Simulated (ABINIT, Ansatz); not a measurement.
# SiO2 (P6_222): G0W0 on several meshes in ABINIT

How does the mesh move the gap of SiO2 (P6_222)?

Calculated with ABINIT 10.8.3; LDA and many-body steps on it, plane waves.

The database entry behind the starting cell is an old determination (1926), so it need not match the best structure at ambient conditions.

### Step 1. Set-up

It takes space group P6_222 (No. 180, hexagonal). The conventional cell has a = 5.013 Å, b = 5.013 Å, c = 5.470 Å, α = 90.00°, β = 90.00°, γ = 120.00°. Nearest to Si lie 4 O at 1.62 Å. Nearest to O lie 2 Si at 1.62 Å. Farther neighbours and most contacts between anions are not listed.

The cell and positions come from the Crystallography Open Database and are kept as given unless a step says otherwise.

### Step 2. Empty states on the mesh, 3×3×2 mesh, 237 bands

This step: ABINIT 10.8.3; DFT, LDA, plane waves, norm-conserving pseudopotentials.

The sums over transitions need many empty states on a uniform mesh; this step solves for them.

File run.abi:

```
acell 3*1.0 Angstrom
rprim 
  5.013000000017 -0.000000000004 0.000000000000
  -2.506500000005 4.341385349188 0.000000000000
  0.000000000000 0.000000000000 5.470000000000
ntypat 2
znucl 14 8
natom 9
typat 1 1 1 2 2 2 2 2 2
xred 
  0.500000000000 0.500000000000 0.333333333333
  0.000000000000 0.500000000000 0.666666666667
  0.500000000000 0.000000000000 -0.000000000000
  0.197000000000 0.803000000000 0.833333333333
  0.394000000000 0.197000000000 0.166666666667
  0.197000000000 0.394000000000 0.500000000000
  0.803000000000 0.197000000000 0.833333333333
  0.606000000000 0.803000000000 0.166666666667
  0.803000000000 0.606000000000 0.500000000000
pp_dirpath "pseudos"
pseudos "Si.upf, O.upf"
ecut 36
ngkpt 3 3 2
nshiftk 1
shiftk 0 0 0
kptopt 1
chksymbreak 0
iscf -2
irdden 1
istwfk *1
nband 237
nbdbuf 20
tolwfr 1e-09
nstep 60
prtvol 0
indata_prefix "in"
outdata_prefix "out"
tmpdata_prefix "tmp"
```

Command:

```console
> OMP_NUM_THREADS=1 mpirun -n 4 abinit run.abi > log
```

Numbers of over 12 decimals in the logs are rounded to 6 here.

The log of the run:

```text
.Version 10.8.3 of ABINIT. v10.8.2 released Aug 2026.

 Symmetries : space group P6_2 2 2 (#180); Bravais hP (primitive hexag.)
[... echo of the input left out ...]
== DATASET  1 ==================================================================
-   mpi_nproc: 4, omp_nthreads: 1 (-1 if OMP is not activated)

--- !DatasetInfo
iteration_state: {dtset: 1, }
dimensions: {natom: 9, nkpt: 6, mband: 237, nsppol: 1, nspinor: 1, nspden: 1, mpw: 8320, }
cutoff_energies: {ecut:  36.0, pawecutdg:  -1.0, }
[...]
2.76609    2.76609    2.76950    2.76950    2.78441    2.78441    2.78646    2.78829
   2.84051    2.84051    2.86174    2.86174    2.87390    2.87391    2.90378    2.90506
   2.91144    2.92917    2.93459    2.93923    2.94002
 prteigrs : prtvol=0 or 1, do not print more k-points.

== END DATASET(S) ==============================================================
================================================================================

 -outvars: echo values of variables after computation  --------
            nband         237
             nkpt           6
          spgroup         180
 [... the other variables as echoed above ...]

 Calculation completed.
```

The job ended after 2.5 min (4 MPI ranks of Arm Neoverse V2, shared host; peak memory 0.55 GiB; 10 min of CPU time).

Numbers from this step:

```yaml
gap: 5.373 eV
k_of_the_valence_top: 0, 0, 0.5
k_of_the_conduction_bottom: 0, 0, 0
least_direct_gap: 5.488 eV
k_points_computed: 6
lowest_point_of_the_top_converged_band_above_the_valence_top: 74.7948 eV
```

On this mesh the gap is 5.373 eV.

The density comes from a self-consistent run that is not shown.

### Step 3. Screening, 3×3×2 mesh, 102 bands, screening to 114.3 eV

The RPA dielectric matrix is built and inverted for each q.

This step: RPA screening on LDA, plane waves, norm-conserving pseudopotentials.

run.abi: that of step 2 with these lines changed.

```diff
@@ -27,10 +27,11 @@
 chksymbreak 0
-iscf -2
-irdden 1
 istwfk *1
-nband 237
-nbdbuf 20
-tolwfr 1e-09
-nstep 60
-prtvol 0
+occopt 1
+irdwfk 1
+optdriver 3
+nband 102
+ecuteps 4.2
+inclvkb 2
+awtr 1
+symchi 1
 indata_prefix "in"
```

The log of the run:

```text
.Version 10.8.3 of ABINIT. v10.8.2 released Aug 2026.

 Symmetries : space group P6_2 2 2 (#180); Bravais hP (primitive hexag.)
[... echo of the input left out ...]
== DATASET  1 ==================================================================
-   mpi_nproc: 4, omp_nthreads: 1 (-1 if OMP is not activated)

--- !DatasetInfo
iteration_state: {dtset: 1, }
dimensions: {natom: 9, nkpt: 6, mband: 102, nsppol: 1, nspinor: 1, nspden: 1, mpw: 8320, }
cutoff_energies: {ecut:  36.0, pawecutdg:  -1.0, }
electrons: {nelect:   4.80000000E+01, charge:   0.00000000E+00, occopt:   1.00000000E+00, tsmear:   1.00000000E-02, }

 SCREENING: Calculation of the susceptibility and dielectric matrices

 Based on a program developped by R.W. Godby, V. Olevano, G. Onida, and L. Reining.
 Incorporated in ABINIT by V. Olevano, G.-M. Rignanese, and M. Torrent.
.Using double precision arithmetic ; gwpc =  8

[... cell and pseudopotentials left out ...]
--------------------------------------------------------------------------------

 ==== K-mesh for the wavefunctions ====
 Number of points in the irreducible wedge :     6
[... list of points left out ...]
 Together with 12 symmetry operations and time-reversal symmetry
 yields    18 points in the full Brillouin Zone.

 ==== Q-mesh for the screening function ====
 Number of points in the irreducible wedge :     6
[... list of points left out ...]
 Together with 12 symmetry operations and time-reversal symmetry
 yields    18 points in the full Brillouin Zone.

 setmesh: FFT mesh size selected  =    36x   36x   45
          total number of points  =        58320

 vcoul_init : cutoff-mode = AUXILIARY_FUNCTION
 q-points for optical limit:   1
     1)      0.000010    0.000020    0.000030

- screening: taking advantage of time-reversal symmetry
- Maximum band index for partially occupied states nbvw = 24
- Remaining bands to be divided among processors   nbcw = 78
- Number of bands treated by each node ~19

 Number of electrons calculated from density =   48.0000; Expected =   48.0000
 average of density, n =  0.059749
 r_s =    1.5868
 omega_plasma =   23.5788 [eV]

 calculating chi0 at frequencies [eV] :
  1    0.000000E+00    0.000000E+00
  2    0.000000E+00    2.357877E+01

--------------------------------------------------------------------------------
  q-point number  1        q = ( 0.000000, 0.000000, 0.000000) [r.l.u.]
--------------------------------------------------------------------------------
[... chi0 elements left out ...]
 For q-point:  0.000010 0.000020 0.000030
  dielectric constant =   2.3553
  dielectric constant without local fields =   2.5468

  Average fulfillment of the sum rule on Im[epsilon] for q-point    1 :     45.07  [%]
[... wings left out ...]
  q-point number  2        q = ( 0.333333, 0.000000, 0.000000) [r.l.u.]
--------------------------------------------------------------------------------
[... chi0 elements left out ...]
  Average fulfillment of the sum rule on Im[epsilon] for q-point    2 :     53.77  [%]

 [... 4 further q-points ...]
```

It took 48 s on 4 MPI ranks; peak memory 1.7 GiB.

Numbers from this step:

| Property | Result |
| --- | --- |
| ε∞ with local fields, on this mesh, along the program's q direction | 2.355 |
| the same without local fields | 2.547 |
| plasma frequency | 23.58 eV |
| plane waves in the screening matrix | 339 |

Local fields lower ε∞ by 8 %. On a Γ-centred mesh this coarse the value itself is usually too large, while a short band sum pulls it down.

### Step 4. 3×3×2

The self-energy is evaluated for the states that the input lists, and the levels follow from it, in one-shot runs by the linearised quasiparticle equation.

This step: G0W0 on LDA, plane waves, norm-conserving pseudopotentials.

run.abi: that of step 3 with these lines changed.

```diff
@@ -30,8 +30,17 @@
 irdwfk 1
-optdriver 3
+optdriver 4
 nband 102
+gwcalctyp 0
+ecutsigx 36
+symsigma 1
+nkptgw 2
+kptgw 
+  0.0000000000 0.0000000000 0.5000000000
+  0.0000000000 0.0000000000 0.0000000000
+bdgw 
+  23 26
+  22 27
 ecuteps 4.2
-inclvkb 2
-awtr 1
-symchi 1
+irdscr 1
+ppmodel 1
 indata_prefix "in"
```

The log of the run:

```text
.Version 10.8.3 of ABINIT. v10.8.2 released Aug 2026.

 Symmetries : space group P6_2 2 2 (#180); Bravais hP (primitive hexag.)
[... echo of the input left out ...]
== DATASET  1 ==================================================================
-   mpi_nproc: 4, omp_nthreads: 1 (-1 if OMP is not activated)

--- !DatasetInfo
iteration_state: {dtset: 1, }
dimensions: {natom: 9, nkpt: 6, mband: 102, nsppol: 1, nspinor: 1, nspden: 1, mpw: 8320, }
cutoff_energies: {ecut:  36.0, pawecutdg:  -1.0, }
electrons: {nelect:   4.80000000E+01, charge:   0.00000000E+00, occopt:   1.00000000E+00, tsmear:   1.00000000E-02, }

 SIGMA: Calculation of the GW corrections

 Based on a program developped by R.W. Godby, V. Olevano, G. Onida, and L. Reining.
 Incorporated in ABINIT by V. Olevano, G.-M. Rignanese, and M. Torrent.
.Using double precision arithmetic ; gwpc =  8

[... cell and pseudopotentials left out ...]
--------------------------------------------------------------------------------

 ==== K-mesh for the wavefunctions ====
 Number of points in the irreducible wedge :     6
[... list of points left out ...]
 Together with 12 symmetry operations and time-reversal symmetry
 yields    18 points in the full Brillouin Zone.

 ==== Q-mesh for screening function ====
 Number of points in the irreducible wedge :     6
[... list of points left out ...]
 Together with 12 symmetry operations and time-reversal symmetry
 yields    18 points in the full Brillouin Zone.

 vcoul_init : cutoff-mode = AUXILIARY_FUNCTION
 q-points for optical limit:   1
     1)      0.000010    0.000020    0.000030
 setmesh: FFT mesh size selected  =    45x   45x   60
          total number of points  =       121500

 Number of electrons calculated from density =   48.0000; Expected =   48.0000
 average of density, n =  0.059749
 r_s =    1.5868
 omega_plasma =   23.5788 [eV]

 === KS Band Gaps ===
  >>>> For spin  1
   Minimum direct gap =   5.4877 [eV], located at k-point      :   0.0000  0.0000  0.0000
   Fundamental gap    =   5.3731 [eV], Top of valence bands at :   0.0000  0.0000  0.5000
                                       Bottom of conduction at :   0.0000  0.0000  0.0000
 SIGMA fundamental parameters:
 PLASMON POLE MODEL  1
 number of plane-waves for SigmaX                 8277
 number of plane-waves for SigmaC and W            339
 number of plane-waves for wavefunctions          8277
 number of bands                                   102
 number of independent spin polarizations            1
 number of spinorial components                      1
 number of k-points in IBZ                           6
 number of q-points in IBZ                           6
 number of symmetry operations                      12
 number of k-points in BZ                           18
 number of q-points in BZ                           18
 number of frequencies for dSigma/dE                 9
 frequency step for dSigma/dE [eV]                0.25
 number of omega for Sigma on real axis              0
 max omega for Sigma on real axis  [eV]           0.00
 zcut for avoiding poles [eV]                     0.10

 EPSILON^-1 parameters (SCR file):
 dimension of the eps^-1 matrix on file            339
 dimension of the eps^-1 matrix used               339
 number of plane-waves for wavefunctions          8277
 number of bands                                   102
 number of q-points in IBZ                           6
 number of frequencies                               2
 number of real frequencies                          1
 number of imag frequencies                          1

 matrix elements of self-energy operator (all in [eV])

 Perturbative Calculation

--- !SelfEnergy_ee
iteration_state: {dtset: 1, }
kpoint     : [   0.000,    0.000,    0.500, ]
spin       : 1
KS_gap     :    7.208
QP_gap     :   10.345
Delta_QP_KS:    3.137
data: !SigmaeeData |
     Band     E0 <VxcDFT>   SigX SigC(E0)      Z dSigC/dE  Sig(E)    E-E0       E
       23  -0.181 -19.875 -25.701   4.373   0.813  -0.230 -21.057  -1.181  -1.363
       24  -0.181 -19.875 -25.701   4.373   0.813  -0.230 -21.057  -1.181  -1.363
       25   7.027 -12.012  -7.075  -2.669   0.862  -0.159 -10.056   1.955   8.983
       26   7.027 -12.012  -7.075  -2.669   0.862  -0.159 -10.056   1.955   8.983

--- !SelfEnergy_ee
iteration_state: {dtset: 1, }
kpoint     : [   0.000,    0.000,    0.000, ]
spin       : 1
KS_gap     :    5.488
QP_gap     :    8.336
Delta_QP_KS:    2.848
data: !SigmaeeData |
     Band     E0 <VxcDFT>   SigX SigC(E0)      Z dSigC/dE  Sig(E)    E-E0       E
       22  -0.677 -19.048 -24.867   4.261   0.814  -0.228 -20.317  -1.269  -1.946
       23  -0.677 -19.048 -24.867   4.261   0.814  -0.228 -20.317  -1.269  -1.946
       24  -0.296 -19.821 -25.621   4.348   0.813  -0.230 -21.002  -1.181  -1.477
       25   5.192 -10.597  -5.927  -2.757   0.872  -0.147  -8.930   1.667   6.859
       26   8.457 -11.660  -6.244  -2.900   0.861  -0.162  -9.495   2.165  10.622
       27   8.457 -11.660  -6.244  -2.900   0.861  -0.162  -9.495   2.165  10.622

== END DATASET(S) ==============================================================
================================================================================

 -outvars: echo values of variables after computation  --------
           etotal      0.0000000000E+00
            nband         102
             nkpt           6
          spgroup         180
 [... the other variables as echoed above ...]

 Calculation completed.
```

The job ended after 10 s (4 MPI ranks; peak memory 1.2 GiB; 41 s of CPU time).

This step gave:

```yaml
g0w0_gap_on_the_points_computed: 8.222 eV
starting_gap_on_the_mesh: 5.373 eV
k_of_the_valence_top: 0, 0, 0.5
k_of_the_conduction_bottom: 0, 0, 0
z_at_the_valence_top: 0.813
z_at_the_conduction_bottom: 0.872
least_direct_g0w0_gap_on_the_computed_points: 8.336 eV
```

The gap on the mesh goes from 5.37 eV to 8.22 eV, a correction of +2.85 eV.

### Step 5. Empty states on the mesh, 3×3×1 mesh, 112 bands

This step: DFT, LDA, plane waves, norm-conserving pseudopotentials.

run.abi: that of step 4 with these lines changed.

```diff
@@ -22,3 +22,3 @@
 ecut 36
-ngkpt 3 3 2
+ngkpt 3 3 1
 nshiftk 1
@@ -27,20 +27,10 @@
 chksymbreak 0
+iscf -2
+irdden 1
 istwfk *1
-occopt 1
-irdwfk 1
-optdriver 4
-nband 102
-gwcalctyp 0
-ecutsigx 36
-symsigma 1
-nkptgw 2
-kptgw 
-  0.0000000000 0.0000000000 0.5000000000
-  0.0000000000 0.0000000000 0.0000000000
-bdgw 
-  23 26
-  22 27
-ecuteps 4.2
-irdscr 1
-ppmodel 1
+nband 112
+nbdbuf 10
+tolwfr 1e-09
+nstep 60
+prtvol 0
 indata_prefix "in"
```

The log of the run:

```text
.Version 10.8.3 of ABINIT. v10.8.2 released Aug 2026.

 Symmetries : space group P6_2 2 2 (#180); Bravais hP (primitive hexag.)
[... echo of the input left out ...]
== DATASET  1 ==================================================================
-   mpi_nproc: 4, omp_nthreads: 1 (-1 if OMP is not activated)
-    --> not optimal distribution: autoparal keyword recommended in input file <--

--- !DatasetInfo
iteration_state: {dtset: 1, }
dimensions: {natom: 9, nkpt: 3, mband: 112, nsppol: 1, nspinor: 1, nspden: 1, mpw: 8280, }
cutoff_energies: {ecut:  36.0, pawecutdg:  -1.0, }
[...]
1.39943    1.41645    1.43782    1.45325    1.46287    1.47054    1.47054    1.52113
   1.52113    1.56693    1.56693    1.59281    1.59457    1.59464    1.64315    1.65117
 prteigrs : prtvol=0 or 1, do not print more k-points.

== END DATASET(S) ==============================================================
================================================================================

 -outvars: echo values of variables after computation  --------
            nband         112
             nkpt           3
          spgroup         180
 [... the other variables as echoed above ...]

 Calculation completed.
```

The job ended after 25 s (4 MPI ranks; peak memory 0.37 GiB; 98 s of CPU time).

Numbers from this step:

```
gap                                                           : 5.462 eV
k of the valence top                                          : 0.3333, 0.3333, 0
k of the conduction bottom                                    : 0, 0, 0
least direct gap                                              : 5.488 eV
k points computed                                             : 3
lowest point of the top converged band, above the valence top : 40.29 eV
```

On this mesh the gap is 5.462 eV.

[end of part 1 of 2]

[Paths, hosts, dates, memory and timing lines, banners, echoed tables and standing remarks are left out of the program output.]

[Logs are printed without paths, hosts, clocks, repeated set-up lines and the standing remarks that a program may print on its own settings, such as how far it seeks lower states.]

[Runs of the session that timed out or met a known fault of the program may be left out.]

[Hosts, paths, dates, database ids (printed as entryN), source tags and the programs' standing remarks are cut or masked in the printed files.]

[G0W0 gaps are taken among the corrected bands and points alone; a level outside them can change the order at an edge.]

[Where Ansatz stands beside ABINIT at settings called matched, ABINIT's density can come from a denser mesh and the files from another edition; pairs whose starting gaps differed by over 0.03 eV were left out, so agreement reads better than it is.]
